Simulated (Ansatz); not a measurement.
# AlB4W3, from a guessed structure to a relaxed one, part 2 of 2

This structure for AlB4W3 is made up. Its elements were placed in a known structure type with a cell scaled to their sizes. What cell does the guess relax to, and how far off was it?

Ansatz 0.2.0; DFT, PBE, plane-wave PAW, files of the set soft_1, scalar-relativistic, no spin, cell and ions relaxed at zero pressure; PAW set soft_1 (the session's first sound run).

So far: Starting point; Relaxation of the guess. The relaxed cell has a, b, c = 3.086, 3.184, 8.400 Å (conventional setting).

**3. Electronic structure of the relaxed cell**

A second self-consistent run takes a narrower smearing and the mesh shown in its input; the bands follow along the standard path of the relaxed lattice.

This step: DFT, PBE, plane-wave PAW, files of the set soft_1, scalar-relativistic, no spin, bands and density of states at the relaxed cell; PAW set soft_1 (Ansatz 0.2.0).

The input, input.yaml:

```yaml
crystal:
  lattice:
    - [3.0862587891, 0.0, 0.0]
    - [0.0, 3.1840716996, 0.0]
    - [0.0, 0.0, 8.4000819463]
  atoms:
    - { symbol: W, position: [0.5, 0.0, 0.0] }
    - { symbol: W, position: [0.0, 0.0, 0.6968133592] }
    - { symbol: W, position: [0.0, 0.0, 0.3031866408] }
    - { symbol: Al, position: [0.5, 0.5, 0.5] }
    - { symbol: B, position: [0.0, 0.5, 0.8932750709] }
    - { symbol: B, position: [0.0, 0.5, 0.1067249291] }
    - { symbol: B, position: [0.5, 0.5, 0.7776872972] }
    - { symbol: B, position: [0.5, 0.5, 0.2223127028] }
kpoints:
  mp_grid: { grid: [10, 10, 4] }
  band_path:
    path:
      - [[0.0, 0.0, 0.0], [0.5, 0.0, 0.0], [0.5, 0.5, 0.0], [0.0, 0.5, 0.0], [0.0, 0.0, 0.0], [0.0, 0.0, 0.5], [0.5, 0.0, 0.5], [0.5, 0.5, 0.5], [0.0, 0.5, 0.5], [0.0, 0.0, 0.5]]
      - [[0.0, 0.5, 0.0], [0.0, 0.5, 0.5]]
      - [[0.5, 0.0, 0.5], [0.5, 0.0, 0.0]]
      - [[0.5, 0.5, 0.0], [0.5, 0.5, 0.5]]
    npoints: 6
scf:
  occupations: { method: fermi_dirac, width: 0.03 }
  n_extra_bands: 12
hamiltonian:
  xc: pbe
  pseudopotentials: { kind: paw, azcp: { folder: soft_1 } }
output:
  forces: true
  stress: true
  write_bands: true
  dos: { projected: true }
  write_density: true
  write_potential: true
  elf: true
  volumetric_format: npy
```

Run with:

```
> ansatz run input.yaml --threads 4 --pin off --max-ram 10240MiB --backend cpu --events-out ev --progress --plain --runs-dir out
```

Numbers of over 12 decimals in the logs are rounded to 6 here.

What it wrote:

```text
[...]
Crystal: 8 atoms, lattice volume = 82.547 Å³
Basis set: ecut = 420 eV, 1625 PW (Γ), exchange–correlation on 48×48×120 points (8 copies of the dense FFT grid, shifted against one another)
Bands: 41, of which v1, the nominal top of the filled ones, is band 29 counted from 1 (28 counted from 0)
Symmetry: 8 space group operations
[...]
k-points: 108 of 400
[...]
SCF iter   1: F=—  HF=-32324.842205 eV  |F-HF|=—  |Δ(HF+E_count)|=         —  Δρ=9.63e-2  dr2=1.64e1  ethr=3.10e-3  ⟨swp⟩=6.2  Hψ=18728  notcnv=0  defer=28
[...]
SCF iter   8: F=-32320.867171 eV  HF=-32320.867171 eV  |F-HF|=1.07e-8  |Δ(HF+E_count)|=   7.14e-8  Δρ=2.40e-6  dr2=1.30e-8  ethr=1.75e-10  ⟨swp⟩=14.8  Hψ=28073  notcnv=0
SCF 1 converged in 8 iterations: F = -32320.867171 eV  dr2 = 1.30e-8
[...]
NSCF: frozen V_eff on 76 k-points
SCF converged after 8 iterations
Free energy (F): -32320.867171 eV
[...]
Internal energy: -32320.859777 eV  (E = F + TS)
E sigma→0 (E₀):  -32320.863474 eV
Entropy (-TS):   -0.007394 eV (-0.924 meV/atom)
Fermi energy:    19.011661 eV
[...]
--- Forces (eV/Å), atoms counted from 1 ---
  atom   1  W      0.00000000     0.00000000     0.00000000
  atom   2  W      0.00000000    -0.00000000     0.04926645
  atom   3  W      0.00000000     0.00000000    -0.04926645
  atom   4  Al     0.00000000     0.00000000     0.00000000
  atom   5  B      0.00000000    -0.00000000    -0.04382503
  atom   6  B      0.00000000     0.00000000     0.04382503
  atom   7  B      0.00000000     0.00000000    -0.02841915
  atom   8  B      0.00000000    -0.00000000     0.02841915
  max |Σ_I F_I| component: 6.41e-30 eV/Å
--- Stress (GPa, compression-positive) ---
        0.981003      -0.000000       0.000000
       -0.000000      -0.566578      -0.000000
        0.000000      -0.000000      -0.588003
  P = ⅓ Tr σ = -0.0579 GPa (-0.579 kbar)
--- Band table (eV; the first three rows and the last of 108) ---
  k-point 0: bands = [... 25 lower, 18.6101, 19.1408, 19.4148, 19.4639, 19.7964, 19.8120, 19.8778, 20.4635, ... 8 higher]
  k-point 1: bands = [... 25 lower, 18.6157, 18.9212, 19.2495, 19.7207, 19.8427, 19.9492, 20.4537, 20.5715, ... 8 higher]
  k-point 2: bands = [... 25 lower, 18.6213, 18.6618, 19.3885, 19.6760, 19.9894, 20.4154, 20.4640, 20.5335, ... 8 higher]
  k-point 107: bands = [... 25 lower, 17.9977, 18.6211, 18.8082, 20.5970, 20.6518, 21.3988, 21.4286, 21.4899, ... 8 higher]
```

Elapsed: 8.6 s, on 4 threads of Arm Neoverse V2, shared host; peak memory 0.56 GiB; 33 s of CPU time.

This step gave:

- free energy: -32320.8672 eV
- energy at zero smearing: -32320.8635 eV
- smearing term TS: 0.007394 eV
- Fermi energy: 19.01 eV
- pressure: -0.05786 GPa

bands.tsv at the labelled points (eV, zero at the Fermi level; the bands that come nearest the Fermi level along the path):

```
point  band 25  band 26  band 27  band 28  band 29  band 30  band 31  band 32
    Γ    -4.04    -0.40     0.13     0.40     0.45     0.78     0.80     0.87
    X    -4.00    -1.82    -1.65    -0.46    -0.36    -0.30    -0.24     1.72
    S    -3.72    -0.97    -0.39    -0.13     1.55     1.58     2.39     2.50
    Y    -2.56    -2.22    -2.04    -1.81    -0.23     0.32     0.64     1.75
    Γ    -4.04    -0.40     0.13     0.40     0.45     0.78     0.80     0.87
    Z    -4.33    -0.39    -0.35     0.38     0.66     0.98     1.40     1.45
    U    -3.98    -2.17    -1.52    -1.28    -0.60     0.41     1.24     1.58
    R    -3.42    -1.01    -0.39    -0.20     1.59     1.64     2.39     2.42
    T    -3.26    -2.44    -1.98    -1.93     0.51     0.61     1.23     1.52
    Z    -4.33    -0.39    -0.35     0.38     0.66     0.98     1.40     1.45
    Y    -2.56    -2.22    -2.04    -1.81    -0.23     0.32     0.64     1.75
    T    -3.26    -2.44    -1.98    -1.93     0.51     0.61     1.23     1.52
    U    -3.98    -2.17    -1.52    -1.28    -0.60     0.41     1.24     1.58
    X    -4.00    -1.82    -1.65    -0.46    -0.36    -0.30    -0.24     1.72
    S    -3.72    -0.97    -0.39    -0.13     1.55     1.58     2.39     2.50
    R    -3.42    -1.01    -0.39    -0.20     1.59     1.64     2.39     2.42
```

Counts of states for the cell as run, both spins, by energy window (eV from the Fermi level):

```csv
from,to,total
-8,-7,2.55
-7,-6,3.16
-6,-5,4.65
-5,-4,4.00
-4,-3,3.18
-3,-2,1.53
-2,-1,3.58
-1,0,2.11
0,1,3.04
1,2,4.17
2,3,5.00
3,4,3.23
4,5,3.49
```

A further 32.2 states lie below the table's range.

Electrostatic potential energy in the bc plane at fractional x = 0.500, with atoms of W and Al and B within 0.2 Å of it. With pseudopotentials it is smooth inside the atoms' cores, unlike the true potential.

Values in eV, 24 rows by 16 columns, each cell a mean:
```
-27 -27 -27 -24 -11   5  13  16  17  16  13   5 -11 -24 -27 -27
-23 -22 -18  -9   3  11  15  17  17  17  15  11   3  -9 -18 -22
 -1   0   4   9  12  14  14  13  12  13  14  14  12   9   4   0
 15  15  16  16  14  10   1  -7 -10  -7   1  10  14  16  16  15
 19  18  18  16  12  -1 -19 -25 -25 -25 -19  -1  12  16  18  18
 19  18  18  16  12  -2 -20 -25 -24 -25 -20  -2  12  16  18  18
 18  18  18  18  16  10   0  -9 -12  -9   0  10  16  18  18  18
 18  18  19  19  18  17  15  12  11  12  15  17  18  19  19  18
 19  19  19  19  18  17  15  14  13  14  15  17  18  19  19  19
 20  20  19  17  14  10   5   3   3   3   5  10  14  17  19  20
 20  20  18  14   6   2   6  12  14  12   6   2   6  14  18  20
 20  19  17  11   2   4  15  20  20  20  15   4   2  11  17  19
 20  20  17  13   4   3  11  18  18  18  11   3   4  13  17  20
 20  20  18  16  11   5   3   4   5   4   3   5  11  16  18  20
 20  20  19  18  17  15  12  10   9  10  12  15  17  18  19  20
 19  19  19  19  19  18  16  15  14  15  16  18  19  19  19  19
 18  18  18  18  17  14   8   2  -1   2   8  14  17  18  18  18
 18  18  18  17  14   3 -13 -21 -23 -21 -13   3  14  17  18  18
 19  19  18  16  12  -4 -22 -25 -23 -25 -22  -4  12  16  18  19
 17  17  17  16  14   5  -9 -19 -21 -19  -9   5  14  16  17  17
  8   9  11  13  14  13  11   7   5   7  11  13  14  13  11   9
-15 -13  -8   0   8  13  15  16  16  16  15  13   8   0  -8 -13
-27 -26 -25 -19  -5   7  14  17  17  17  14   7  -5 -19 -25 -26
-26 -27 -27 -26 -15   2  12  16  17  16  12   2 -15 -26 -27 -27
```
Columns run along b (3.2 Å; values clipped at the 3rd and 97th percentile), rows up along c (8.4 Å). Atoms in or near the plane, at fractional coordinates: W at (0.00, 0.00), Al at (0.50, 0.50), B at (0.50, 0.78), B at (0.50, 0.22).

Valence density in the bc plane at fractional x = 0.500, with atoms of W and Al and B within 0.2 Å of it. It is the smooth field of the valence electrons, not physical close to the nuclei.

Ten steps, logarithmic in the rise over the least value, from '_' (0.1 e/Å³) to '@' (5.6 e/Å³), each cell a mean:
```
@@@@@@%%**==----------==**%%@@@@
%%%%%%**++==----------==++**%%%%
++++++======================++++
------======++++++++++======----
------====++++++==++++++====----
------====++++++==++++++====----
------======++++++++++======----
--------==================------
--------------------------------
----------------::--------------
::::::--::::..........::::--::::
::::::::::..__________..::::::::
::::::::::::..______..::::::::::
::::--------::::::::::--------::
--------------------------------
------------==========----------
------========++++++========----
------====++++++++++++++====----
------====++++======++++====----
------======++++++++++======----
================================
####**++==================++**##
@@@@@@##**==----------==**##@@@@
@@@@@@@@##++----------++##@@@@@@
```
Columns run along b (3.2 Å), rows up along c (8.4 Å). Atoms in or near the plane, at fractional coordinates: W at (0.00, 0.00), Al at (0.50, 0.50), B at (0.50, 0.78), B at (0.50, 0.22).

ELF in the bc plane at fractional x = 0.500, with atoms of W and Al and B within 0.2 Å of it. It is the smooth field of the valence electrons, not physical close to the nuclei.

Ten even steps from '0' (0.01) to '9' (0.70), each cell a mean:
```
4699622333226996
8886334555433688
4433456777654334
3345776545677543
4467873000378764
4468984000489864
4568998656899865
5667899989998766
6677788777887776
6677765434567776
5666531000135666
5555310040013555
5566420010024665
6667653212356766
6677777666777776
6677888888888776
5568999878999865
4568996212699865
4468973000379864
3456875212578654
2233567767765332
7654335666533456
8898422343224898
1389622232226983
```
Columns run along b (3.2 Å), rows up along c (8.4 Å). Atoms in or near the plane, at fractional coordinates: W at (0.00, 0.00), Al at (0.50, 0.50), B at (0.50, 0.78), B at (0.50, 0.22).

**4. What came out**

```
space group, relaxed : Pmmm
conventional cell    : a = 3.086, b = 3.184, c = 8.400 Å; α = 90.0°, β = 90.0°, γ = 90.0°
volume per atom      : 10.32 Å³ (guess 11.43)
```

What this shows: AlB4W3 relaxes to Pmmm with a = 3.086, b = 3.184 and c = 8.400 Å. The guessed volume was 11 % too large. The space group Pmmm was held in the relaxation, so the end point is a stationary structure within it and may be a saddle against distortions or other arrangements. Bands cross the Fermi level, so it is a metal or semimetal at this level. The electron count is odd, which forces that without spin polarisation or a larger cell. On the 10×10×4 mesh with the narrower smearing (relaxed on 8×8×3) the largest force component is 0.049 eV/Å and the largest stress component is 0.981 GPa, against the relaxation's thresholds of 0.015 eV/Å and 0.05 GPa. The cutoff wasn't tested. Spin-orbit coupling is left out, which can matter for elements this heavy. No dispersion term is used, so weakly bound directions may come out too long. The runs have no spin, and magnetism wasn't tested. Nothing here tests whether the compound is stable against decomposition.

[Logs are printed without paths, hosts, clocks, repeated set-up lines and the standing remarks that a program may print on its own settings, such as how far it seeks lower states.]

[Hosts, paths, dates, database ids (printed as entryN), source tags and the programs' standing remarks are cut or masked in the printed files.]
